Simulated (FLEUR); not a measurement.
# Co (c factor at fixed volume 0.9 on the database's cell): anisotropy by force theorems

Aim: the anisotropy of Co (c factor at fixed volume 0.9 on the database's cell) from single passes in the potential of one collinear state.

Calculated with FLEUR MaX-R8.1; PBE; all-electron FLAPW, Dirac cores, scalar-relativistic bands.

Report form: the programs' logs are mostly left out.

**1. Set-up**

It takes space group P6_3/mmc (No. 194, hexagonal). The conventional cell has a = 2.643 Å, b = 2.643 Å, c = 3.663 Å, α = 90.00°, β = 90.00°, γ = 120.00°. Co has 12 Co at 2.38 to 2.64 Å nearest.

The cell is strained on purpose: c factor at fixed volume 0.9 on the database's cell.

**2. Self-consistent state**

The force theorems are single passes in this state's potential, so it has to be converged first.

No symmetry is used, so that later steps may turn the spins freely; k and −k are joined. inpgen writes inp.xml from crystal.txt; cutoffs, mixing, functional, smearing and local orbitals are then set in the file. The k list scf (kpts.xml, not shown) is a Γ-centred 12×12×12 mesh; where the ranks do not divide the number of points, some are split in two of half the weight.

Contents of inp.xml:

```
<?xml version="1.0" encoding="UTF-8" standalone="no"?>
<fleurInput fleurInputVersion="0.39">
   <comment>
      Co
   </comment>
   <calculationSetup>
      <cutoffs Kmax="3.73" Gmax="11.2" GmaxXC="11.2" numbands="0"/>
      <scfLoop itmax="110" minDistance="0.00002" maxIterBroyd="15" imix="Anderson" alpha="0.05" precondParam="0.0" spinf="2.0" sdNocoIR="T"/>
      <coreElectrons ctail="F" frcor="F" kcrel="0" coretail_lmax="0"/>
      <xcFunctional name="pbe" relativisticCorrections="F"/>
      <magnetism jspins="2" l_noco="F" l_ss="F">
         <qss>0.0 0.0 0.0</qss>
         <mtNocoParams l_mperp="F" l_mtNocoPot="F" l_relaxSQA="F" mag_mixing_scheme="0" mix_RelaxWeightOffD="1.0" l_constrained="F" mix_constr="1.0"/>
         <sourceFreeMag l_sourceFree="F" l_scaleMag="F" mag_scale="1.0"/>
      </magnetism>
      <soc l_soc="F" theta="0.0" phi="0.0" spav="F"/>
      <expertModes spex="0" secvar="F"/>
      <geometryOptimization l_f="F" forcealpha="1.0" forcemix="BFGS" epsdisp="0.00001" epsforce="0.00001"/>
      <ldaU l_linMix="F" mixParam="0.05" spinf="1.0"/>
   </calculationSetup>
   <cell>
      <bzIntegration valenceElectrons="34.0" mode="hist" fermiSmearingEnergy="0.00183747">
         <kPointListSelection listName="scf"/>
         <xi:include xmlns:xi="http://www.w3.org/2001/XInclude" href="kpts.xml"> </xi:include>
      </bzIntegration>
      <xi:include xmlns:xi="http://www.w3.org/2001/XInclude" href="sym.xml"> </xi:include>
      <bulkLattice scale="1.0">
         <bravaisMatrix>
            <row-1>    4.9946059957945428    -0.0000000049132879     0.0000000000000000</row-1>
            <row-2>   -2.4973029936359392     4.3254556767153662     0.0000000000000000</row-2>
            <row-3>    0.0000000000000000     0.0000000000000000     6.9218967190585854</row-3>
         </bravaisMatrix>
      </bulkLattice>
   </cell>
   <atomSpecies>
      <species name="Cobalt (Co2.000" element="Co" atomicNumber="27">
         <mtSphere radius="2.2" gridPoints="727" logIncrement="0.017"/>
         <atomicCutoffs lmax="8" lnonsphr="6"/>
         <electronConfig flipSpins="F">
            <coreConfig>(1s1/2) (2s1/2) (2p1/2) (2p3/2)</coreConfig>
            <valenceConfig>(3s1/2) (3p1/2) (3p3/2) (4s1/2) (3d3/2) (3d5/2)</valenceConfig>
            <stateOccupation state="(3d3/2)" spinUp="1.5" spinDown="1.3"/>
            <stateOccupation state="(3d5/2)" spinUp="3.0" spinDown="1.2"/>
         </electronConfig>
         <energyParameters s="4" p="4" d="3" f="4"/>
         <lo type="SCLO" l="0" n="3" eDeriv="0"/>
         <lo type="SCLO" l="1" n="3" eDeriv="0"/>
      </species>
   </atomSpecies>
   <atomGroups>
      <atomGroup species="Cobalt (Co2.000">
         <relPos label="                   1">1.000/3.000 -1.000/3.000 1.000/4.000</relPos>
         <force calculate="T" relaxXYZ="TTT"/>
         <nocoParams  alpha="0.0" beta="0.0"/>
      </atomGroup>
      <atomGroup species="Cobalt (Co2.000">
         <relPos label="                   2">-1.000/3.000 1.000/3.000 -1.000/4.000</relPos>
         <force calculate="T" relaxXYZ="TTT"/>
         <nocoParams  alpha="0.0" beta="0.0"/>
      </atomGroup>
   </atomGroups>
   <output dos="F" band="F" slice="F">
      <bandDOS minEnergy="-.5*Htr" maxEnergy="0.5*Htr" sigma="0.015" storeEVData="T"/>
      <plotting iplot="0" polar="F">
         <plot TwoD="T" vec1="  1.0  0.0  0.0" vec2="  0.0  1.0  0.0" vec3="  0.0  0.0  1.0" zero="  0.0  0.0  0.0" file="plot"/>
      </plotting>
      <moessbauerParams electricFieldGradient="F" isomerShift="F" coreHyperfine="F" valenceHyperfine="F"/>
   </output>
</fleurInput>
```

Contents of crystal.txt:

```
Co
&input film=F cartesian=F /
2.64303167045  -0.00000000260  0.00000000000
-1.32151583297  2.28893257092  0.00000000000
0.00000000000  0.00000000000  3.66291000000
1.8897261246
1.0 1.0 1.0

2
27 0.33333333333  0.66666666667  0.25000000000 : 2.000
27 0.66666666667  0.33333333333  0.75000000000 : 2.000

&kpt div1=12 div2=12 div3=12 gamma=T /
```

Started as:

```console
> OMP_NUM_THREADS=1 inpgen -f crystal.txt -nosym -noco > inpgen.log  # inp.xml is then edited as shown
> OMP_NUM_THREADS=1 mpirun -n 8 fleur_MPI > fleur.log
```

Run time: 79 s. Hardware: 8 MPI ranks of Arm Neoverse V2, shared host; peak memory 0.77 GiB; 11 min of CPU time.

Numbers from this step:

* free energy: -75836.5150 eV
* program's band gap on this mesh (in a metal only a level spacing): 0 eV
* magnetization: 3.215 μB
* final state: ferromagnetic
* largest moment: 1.678 μB

After 20 cycles the largest moment stands at 1.68 μB.

**3. Anisotropy by the force theorem, rung 1**

Anisotropy is a small difference, so it is taken from sums over occupied states at a frozen potential, where most errors cancel.

One pass with spin–orbit coupling for each direction, from the saved density. Inversion lets half of the mesh serve, which the program's warning doesn't know. The k list mae (kpts.xml, not shown) is a Γ-centred 17×17×11 mesh.

Changes to inp.xml since step 2:

```diff
@@ -6,4 +6,4 @@
    <calculationSetup>
-      <cutoffs Kmax="3.73" Gmax="11.2" GmaxXC="11.2" numbands="0"/>
-      <scfLoop itmax="110" minDistance="0.00002" maxIterBroyd="15" imix="Anderson" alpha="0.05" precondParam="0.0" spinf="2.0" sdNocoIR="T"/>
+      <cutoffs Kmax="3.73" Gmax="11.2" GmaxXC="11.2" numbands="74"/>
+      <scfLoop itmax="1" minDistance="0.00002" maxIterBroyd="15" imix="Anderson" alpha="0.05" precondParam="0.0" spinf="2.0" sdNocoIR="T"/>
       <coreElectrons ctail="F" frcor="F" kcrel="0" coretail_lmax="0"/>
@@ -15,3 +15,3 @@
       </magnetism>
-      <soc l_soc="F" theta="0.0" phi="0.0" spav="F"/>
+      <soc l_soc="T" theta="0.0" phi="0.0" spav="F"/>
       <expertModes spex="0" secvar="F"/>
@@ -22,3 +22,3 @@
       <bzIntegration valenceElectrons="34.0" mode="hist" fermiSmearingEnergy="0.00183747">
-         <kPointListSelection listName="scf"/>
+         <kPointListSelection listName="mae"/>
          <xi:include xmlns:xi="http://www.w3.org/2001/XInclude" href="kpts.xml"> </xi:include>
@@ -68,2 +68,5 @@
    </output>
+   <forceTheorem>
+      <MAE theta="0.0 1.5707963 1.5707963 0.7853982" phi="0.0 0.0 0.5235988 0.0"/>
+   </forceTheorem>
 </fleurInput>
```

Started as:

```console
> OMP_NUM_THREADS=1 mpirun -n 8 fleur_MPI -warn_only > fleur.log
```

Wall time 50 s (8 MPI ranks); peak memory 1.7 GiB; 6.7 min of CPU time.

Anisotropy energies, by row:

```
                              axis       x    y       z  band energy less the first axis' (meV a cell)
                             [001]       0    0       1                                              0
                             [100]       1    0       0                                         0.3251
                             [210]   0.866  0.5       0                                         0.3255
45 degrees from [001] toward [100]  0.7071    0  0.7071                                         0.1646
```

Indices are those of the standard conventional cell; x, y, z give the same directions in the axes of the input.

**4. Energy against the direction of the moments, rung 2**

A second rung shows how far the first can be trusted.

The k list mae (kpts.xml, not shown) is a Γ-centred 24×24×15 mesh.

inp.xml is that of step 3.

It took 2.3 min on 8 MPI ranks; peak memory 3.9 GiB.

Anisotropy energies, by row:

```
                              axis       x    y       z  band energy less the first axis' (meV a cell)
                             [001]       0    0       1                                              0
                             [100]       1    0       0                                         0.3414
                             [210]   0.866  0.5       0                                         0.3414
45 degrees from [001] toward [100]  0.7071    0  0.7071                                         0.1709
```

**5. Spin–orbit coupling, moments along [001]**

Spin–orbit coupling ties the spins to the lattice and lets orbital moments form.

A new self-consistent run of the start ferro ++, with the moments along z. The k list default-1 (kpts.xml, not shown) is a Γ-centred 24×24×15 mesh.

Changes to inp.xml since step 2:

```diff
@@ -6,12 +6,8 @@
    <calculationSetup>
-      <cutoffs Kmax="3.73" Gmax="11.2" GmaxXC="11.2" numbands="0"/>
+      <cutoffs Kmax="3.73" Gmax="11.2" GmaxXC="11.2" numbands="74"/>
       <scfLoop itmax="110" minDistance="0.00002" maxIterBroyd="15" imix="Anderson" alpha="0.05" precondParam="0.0" spinf="2.0" sdNocoIR="T"/>
-      <coreElectrons ctail="F" frcor="F" kcrel="0" coretail_lmax="0"/>
+      <coreElectrons ctail="T" frcor="F" kcrel="0" coretail_lmax="0"/>
       <xcFunctional name="pbe" relativisticCorrections="F"/>
-      <magnetism jspins="2" l_noco="F" l_ss="F">
-         <qss>0.0 0.0 0.0</qss>
-         <mtNocoParams l_mperp="F" l_mtNocoPot="F" l_relaxSQA="F" mag_mixing_scheme="0" mix_RelaxWeightOffD="1.0" l_constrained="F" mix_constr="1.0"/>
-         <sourceFreeMag l_sourceFree="F" l_scaleMag="F" mag_scale="1.0"/>
-      </magnetism>
-      <soc l_soc="F" theta="0.0" phi="0.0" spav="F"/>
+      <magnetism jspins="2"/>
+      <soc l_soc="T" theta="0.0" phi="0.0" spav="F"/>
       <expertModes spex="0" secvar="F"/>
@@ -22,3 +18,3 @@
       <bzIntegration valenceElectrons="34.0" mode="hist" fermiSmearingEnergy="0.00183747">
-         <kPointListSelection listName="scf"/>
+         <kPointListSelection listName="default-1"/>
          <xi:include xmlns:xi="http://www.w3.org/2001/XInclude" href="kpts.xml"> </xi:include>
@@ -52,9 +48,4 @@
          <relPos label="                   1">1.000/3.000 -1.000/3.000 1.000/4.000</relPos>
-         <force calculate="T" relaxXYZ="TTT"/>
-         <nocoParams  alpha="0.0" beta="0.0"/>
-      </atomGroup>
-      <atomGroup species="Cobalt (Co2.000">
          <relPos label="                   2">-1.000/3.000 1.000/3.000 -1.000/4.000</relPos>
          <force calculate="T" relaxXYZ="TTT"/>
-         <nocoParams  alpha="0.0" beta="0.0"/>
       </atomGroup>
```

Changes to crystal.txt since step 2:

```diff
@@ -12,2 +12,3 @@
 
-&kpt div1=12 div2=12 div3=12 gamma=T /
+&soc 0.0000000 0.0000000 /
+&kpt div1=24 div2=24 div3=15 gamma=T /
```

Started as:

```console
> OMP_NUM_THREADS=1 inpgen -f crystal.txt > inpgen.log  # inp.xml is then edited as shown
> OMP_NUM_THREADS=1 mpirun -n 8 fleur_MPI > fleur.log
```

It took 2.1 min on 8 MPI ranks; peak memory 0.96 GiB; 17 min of CPU time.

Numbers from this step:

* free energy: -75836.5536 eV
* program's band gap on this mesh (in a metal only a level spacing): 0 eV
* magnetization: 3.194 μB
* final state: ferromagnetic
* largest moment: 1.667 μB
* orbital moment along the spin: 0.09031 μB

Orbital moment in the sphere, along the spin axis by atom:

```
atom  orbital moment in the sphere, along the spin axis (μB)
 Co1                                                  0.0903
 Co2                                                  0.0903
```

**6. What came out**

- reference state: ferromagnetic
- largest sphere moment: 1.68 μB
- easy direction of those tried: [001]
- energy along [100] less [001], force theorem: 0.341 meV a primitive cell
- orbital moment on the atom of largest spin, along its spin (spin–orbit run): 0.0903 μB

By the force theorem the moments prefer [001]; shape anisotropy is not in it. The difference for the second direction goes from 0.33 meV (mesh 17×17×11, 74 states, 6.7 min of CPU time) to 0.34 meV (mesh 24×24×15, 74 states, 19 min). The orbital moment is parallel to the spin, as Hund's third rule has it for a shell over half filled. The state was typed, and no other order was converged beside it, so it need not be the ground state.

[Logs and program files are shortened in this print: banners, set-up blocks, solver, clock and traceback lines can be left out without a mark of their own.]

[Logs are printed without paths, hosts, clocks, repeated set-up lines and the standing remarks that a program may print on its own settings, such as how far it seeks lower states.]

[Hosts, paths, dates, database ids (printed as entryN), source tags and the programs' standing remarks are cut or masked in the printed files.]

[Where a cell is said to come from a database of computed structures, the database is the Materials Project.]
